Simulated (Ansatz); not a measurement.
## Ge wire along [110], 36 atoms a period, H-terminated: bands by functional and under strain

Aim: is the Ge wire along [110], 36 atoms a period, H-terminated a metal or a semiconductor?

Calculated with Ansatz 0.2.0; DFT PBE, plane waves, PAW; relaxation of a wire's period; PAW set soft_1, in the first sound run; inputs show where later runs differ.

Report form: the programs' logs are mostly left out.

## (1) Set-up

The cell holds 56 atoms: 20 H and 36 Ge. Its edges and angles: a = 24.441 Å, b = 23.603 Å, c = 4.073 Å, α = 90.0°, β = 90.0°, γ = 90.0°. Vacuum lies along a and b. The structure's axis is c.

## (2) Relaxation of atoms and period

Band widths follow the bond lengths, so the wire is relaxed first. The atoms and the third cell vector are free; the box across stays fixed as vacuum. A Fermi-Dirac smearing is set since the result may be a metal. The pressure printed is a third of the stress's trace over the whole box, vacuum included; only the stress along the axis is relaxed.

input.yaml

```yaml
crystal:
  lattice:
    - [24.441, 0.0, 0.0]
    - [0.0, 23.603, 0.0]
    - [0.0, 0.0, 4.0729350596]
  atoms:
    - { symbol: H, position: [0.198027904, 0.683379527, 0.0] }
    - { symbol: H, position: [0.198027904, 0.402889573, 0.0] }
    - { symbol: Ge, position: [0.234878541, 0.456854521, 0.0] }
    - { symbol: Ge, position: [0.41163072, 0.370574492, 0.0] }
    - { symbol: Ge, position: [0.41163072, 0.715694609, 0.0] }
    - { symbol: H, position: [0.433697476, 0.855939586, 0.0] }
    - { symbol: H, position: [0.448481357, 0.144049485, 0.0] }
    - { symbol: Ge, position: [0.470548113, 0.284294462, 0.0] }
[... 44 atom lines left out ...]
    - { symbol: Ge, position: [0.647300291, 0.198014433, 0.0] }
    - { symbol: Ge, position: [0.647300291, 0.54313455, 0.0] }
    - { symbol: H, position: [0.684150928, 0.769659556, 0.0] }
    - { symbol: Ge, position: [0.706217684, 0.629414579, 0.0] }
kpoints:
  mp_grid: { grid: [1, 1, 20] }
scf:
  occupations: { method: fermi_dirac, width: 0.05 }
hamiltonian:
  xc: pbe
  pseudopotentials: { kind: paw, azcp: { folder: soft_1 } }
relax:
  cell: { fix: [a, b, alpha, beta, gamma] }
  max_steps: 45
  f_tol: 0.03
```

The run is started by

```console
$ ansatz run input.yaml --threads 16 --pin off --max-ram 61440MiB --backend cuda --events-out ev --progress --plain --runs-dir out --max-vram 78GiB
```

It took 18 s on 1 × NVIDIA GB200 with 16 threads of Arm Neoverse V2, shared host; peak memory 1.8 GiB; 2 min of CPU time.

Relaxation path:

```tsv
step	energy less that of the first step (eV)	largest force component (eV/Å)	pressure (GPa)	volume (Å³)
1	0.0000	0.3401	-0.27	2349.60
2	-0.0406	0.3236	-0.05	2409.59
3	-0.2126	0.0484	-0.05	2378.50
4	-0.2155	0.0118	-0.01	2375.55
5	-0.2196	0.0122	-0.01	2375.55
```

The log counts 1 steps on a newly chosen plane-wave basis, not all of them marked here; energy and pressure can jump at such steps.

Forces are held to the 4 operations that the run works with; a distortion that breaks them can't arise in this run.

```tsv
cell as run	before	after	change
c (Å)	4.073	4.118	+1.1 %
```

The atoms that moved most (Å, along periodic axes as changes of fractional coordinates times the final cell, across vacuum about the mean position):

```tsv
atom	dx	dy	dz	length
H1	0.083	-0.039	0.000	0.091
H40	-0.083	-0.039	0.000	0.091
H2	0.081	0.037	0.000	0.089
H41	-0.081	0.037	0.000	0.089
Ge48	0.073	-0.043	0.000	0.085
Ge38	-0.073	-0.043	0.000	0.085
Ge3	0.075	0.039	0.000	0.084
Ge39	-0.075	0.039	0.000	0.084
```

This step gave:

| Item | Value |
| --- | --- |
| cell length along the wire | 4.118 Å |

The cell's length comes to 4.118 Å with spin left out.

## (3) Bands of the perfect wire

This step: DFT PBE, plane waves, PAW; bands of a perfect wire; PAW set soft_1 (Ansatz 0.2.0).

At the relaxed period the bands are computed along the axis; those that cross an energy going forward count the channels that a perfect wire would open there.

input.yaml

```yaml
crystal:
  lattice:
    - [24.441, 0.0, 0.0]
    - [0.0, 23.603, 0.0]
    - [0.0, 0.0, 4.117917921]
  atoms:
    - { symbol: H, position: [0.201400841, 0.681728738, 0.0] }
    - { symbol: H, position: [0.20135496, 0.404444394, 0.0] }
    - { symbol: Ge, position: [0.237941962, 0.458488973, 0.0] }
    - { symbol: Ge, position: [0.412116867, 0.370977569, 0.0] }
    - { symbol: Ge, position: [0.41226202, 0.714850528, 0.0] }
    - { symbol: H, position: [0.434640791, 0.85323182, 0.0] }
    - { symbol: H, position: [0.447792426, 0.146512218, 0.0] }
    - { symbol: Ge, position: [0.470950398, 0.284961956, 0.0] }
[... 44 atom lines left out ...]
    - { symbol: Ge, position: [0.645204824, 0.200078398, 0.0] }
    - { symbol: Ge, position: [0.646197172, 0.543015027, 0.0] }
    - { symbol: H, position: [0.681809715, 0.767337349, 0.0] }
    - { symbol: Ge, position: [0.704897844, 0.62884562, 0.0] }
kpoints:
  mp_grid: { grid: [1, 1, 20] }
  band_path: { path: ["Γ", Z], npoints: 90 }
scf:
  occupations: { method: fermi_dirac, width: 0.05 }
hamiltonian:
  xc: pbe
  pseudopotentials: { kind: paw, azcp: { folder: soft_1 } }
output:
  dos: { e_range: [-5, 4] }
  write_potential: true
  write_density: true
  volumetric_format: npy
```

Elapsed: 25 s, on 1 × NVIDIA GB200 with 16 threads; peak memory 4.3 GiB.

This step gave:

```yaml
band_gap: 0.9955 eV
```

The electronic bands at the labelled points (eV, zero at the Fermi level; v1 is the highest filled band, c1 the lowest empty one):

```tsv
point	v4	v3	v2	v1	c1	c2	c3	c4
Γ	-1.00	-0.99	-0.71	-0.48	0.52	0.52	0.58	0.70
halfway	-1.44	-1.30	-1.29	-1.17	1.41	1.45	1.59	1.66
Z	-1.83	-1.83	-1.80	-1.80	1.06	1.06	1.35	1.35
```

The gap is 0.995 eV, with spin left out.

On this path the gap is direct, 1.00 eV, with the valence top at Γ and the conduction bottom at Γ.

## (4) Levels at the same atoms, cutoff 500 eV, k-mesh 1×1×15

This step: DFT r2SCAN, plane waves, PAW; bands of a perfect wire at the PBE geometry; PAW set soft_1 (Ansatz 0.2.0).

The atoms stay at the PBE geometry and the functional changes. r2SCAN also reads the kinetic-energy density; it often gives larger moments and wider gaps than PBE, at a higher cost. Against the first PBE run of this kind, the cutoff is 500 eV against 420 and the mesh along the wire has 15 points against 20.

Changes to input.yaml since step 3:

```diff
@@ -63,3 +63,3 @@
 kpoints:
-  mp_grid: { grid: [1, 1, 20] }
+  mp_grid: { grid: [1, 1, 15] }
   band_path: { path: ["Γ", Z], npoints: 90 }
@@ -68,8 +68,3 @@
 hamiltonian:
-  xc: pbe
+  xc: r2scan
   pseudopotentials: { kind: paw, azcp: { folder: soft_1 } }
-output:
-  dos: { e_range: [-5, 4] }
-  write_potential: true
-  write_density: true
-  volumetric_format: npy
```

The job ended after 32 s (1 × NVIDIA GB200 with 16 threads; peak memory 4.9 GiB).

This step gave:

- band gap: 1.273 eV

The electronic bands at the labelled points (eV, zero at the Fermi level; v1 is the highest filled band, c1 the lowest empty one):

```tsv
point	v4	v3	v2	v1	c1	c2	c3	c4
Γ	-1.17	-1.13	-0.86	-0.62	0.65	0.66	0.76	0.84
halfway	-1.63	-1.47	-1.47	-1.34	1.57	1.61	1.71	1.78
Z	-2.04	-2.04	-2.00	-2.00	1.21	1.21	1.47	1.47
```

The gap is 1.27 eV, against 0.995 eV under PBE at the relaxed period.

## (5) At a strained period, period over the relaxed period 0.97, k-mesh 1×1×16

This step: DFT PBE, plane waves, PAW; relaxation at a fixed period; PAW set soft_1 (Ansatz 0.2.0).

The period is set to 0.97 times the relaxed one and the atoms relax within it: strain changes bond lengths and angles, which shifts the bands against each other. Against the first PBE run of this kind, the mesh along the wire has 16 points against 20.

The cell differs from the one that the last finished run ended in (c 4.118 → 3.994 Å).

Changes to input.yaml since step 4:

```diff
@@ -4,3 +4,3 @@
     - [0.0, 23.603, 0.0]
-    - [0.0, 0.0, 4.117917921]
+    - [0.0, 0.0, 3.9943803834]
   atoms:
@@ -63,3 +63,3 @@
 kpoints:
-  mp_grid: { grid: [1, 1, 15] }
+  mp_grid: { grid: [1, 1, 16] }
   band_path: { path: ["Γ", Z], npoints: 90 }
@@ -68,3 +68,8 @@
 hamiltonian:
-  xc: r2scan
+  xc: pbe
   pseudopotentials: { kind: paw, azcp: { folder: soft_1 } }
+relax:
+  max_steps: 40
+  f_tol: 0.02
+output:
+  stress: true
```

It took 29 s on 1 × NVIDIA GB200 with 16 threads; peak memory 2.3 GiB.

Relaxation path:

```tsv
step	energy less that of the first step (eV)	largest force component (eV/Å)
1	0.0000	0.4643
2	-0.1088	0.1563
3	-0.1134	0.0262
4	-0.1139	0.0019
```

The run keeps the 4 symmetry operations that it works with, so distortions that break them were not tested.

The atoms that moved most (Å):

```tsv
atom	dx	dy	dz	length
H17	-0.079	0.006	0.021	0.082
H43	-0.079	0.006	-0.021	0.082
H46	0.079	0.006	0.021	0.082
H16	0.079	0.006	-0.021	0.082
H41	0.080	0.003	0.000	0.080
H2	-0.080	0.003	0.000	0.080
Ge39	0.078	0.001	0.000	0.078
Ge3	-0.078	0.001	0.000	0.078
```

Numbers from this step:

```
band gap : 1.024 eV
```

The electronic bands at the labelled points (eV, zero at the Fermi level; v1 is the highest filled band, c1 the lowest empty one):

```tsv
point	v4	v3	v2	v1	c1	c2	c3	c4
Γ	-1.09	-1.00	-0.72	-0.49	0.53	0.54	0.58	0.74
halfway	-1.72	-1.60	-1.59	-1.42	1.14	1.19	1.32	1.38
Z	-2.11	-2.11	-2.05	-2.05	0.75	0.75	1.05	1.05
```

The gap is 1.02 eV, against 0.995 eV under PBE at the relaxed period.

## (6) At a strained period, period over the relaxed period 1.03, k-mesh 1×1×15

The period is set to 1.03 times the relaxed one and the atoms relax within it: strain changes bond lengths and angles, which shifts the bands against each other. Against the first PBE run of this kind, the mesh along the wire has 15 points against 20.

The cell differs from the one that the last finished run ended in (c 3.994 → 4.241 Å).

Changes to input.yaml since step 5:

```diff
@@ -4,3 +4,3 @@
     - [0.0, 23.603, 0.0]
-    - [0.0, 0.0, 3.9943803834]
+    - [0.0, 0.0, 4.2414554586]
   atoms:
@@ -63,3 +63,3 @@
 kpoints:
-  mp_grid: { grid: [1, 1, 16] }
+  mp_grid: { grid: [1, 1, 15] }
   band_path: { path: ["Γ", Z], npoints: 90 }
```

Elapsed: 29 s, on 1 × NVIDIA GB200 with 16 threads; peak memory 2.3 GiB; 4.5 min of CPU time.

Relaxation path:

```tsv
step	energy less that of the first step (eV)	largest force component (eV/Å)
1	0.0000	0.3942
2	-0.0881	0.1382
3	-0.1008	0.0232
4	-0.1013	0.0035
```

The run keeps the 4 symmetry operations that it works with, so distortions that break them were not tested.

The atoms that moved most (Å):

```tsv
atom	dx	dy	dz	length
H16	-0.085	0.005	0.028	0.090
H46	-0.085	0.005	-0.028	0.090
H17	0.085	0.005	-0.028	0.090
H43	0.085	0.005	0.028	0.090
Ge38	-0.081	0.002	0.000	0.081
Ge48	0.081	0.002	0.000	0.081
Ge47	0.077	0.004	0.000	0.077
Ge42	-0.077	0.004	0.000	0.077
```

This step gave:

| Quantity | Value |
| --- | --- |
| band gap | 0.8990 eV |

The gap is 0.899 eV, against 0.995 eV under PBE at the relaxed period.

## (7) Outcome

| Item | Value |
| --- | --- |
| cell length, PBE | 4.118 Å |
| gap, PBE | 0.995 eV |
| gap, r2SCAN | 1.27 eV |
| gap, period scaled by 0.97 | 1.02 eV |
| gap, period scaled by 1.03 | 0.899 eV |

In words: Under PBE the cell's length is 4.12 Å, and a gap of 1.00 eV makes it a semiconductor. At the relaxed period the wire is gapped under every functional, from 1.00 eV (PBE) to 1.27 eV (r2SCAN). Weak screening in one dimension makes quasiparticle gaps larger than the semilocal gaps, as a rule. Strain matters: under PBE the gap goes from 1.00 eV to 1.02 eV at 0.97 times the period and 0.899 eV at 1.03 times the period.

[Logs are printed without paths, hosts, clocks, repeated set-up lines and the standing remarks that a program may print on its own settings, such as how far it seeks lower states.]

[Hosts, paths, dates, database ids (printed as entryN), source tags and the programs' standing remarks are cut or masked in the printed files.]
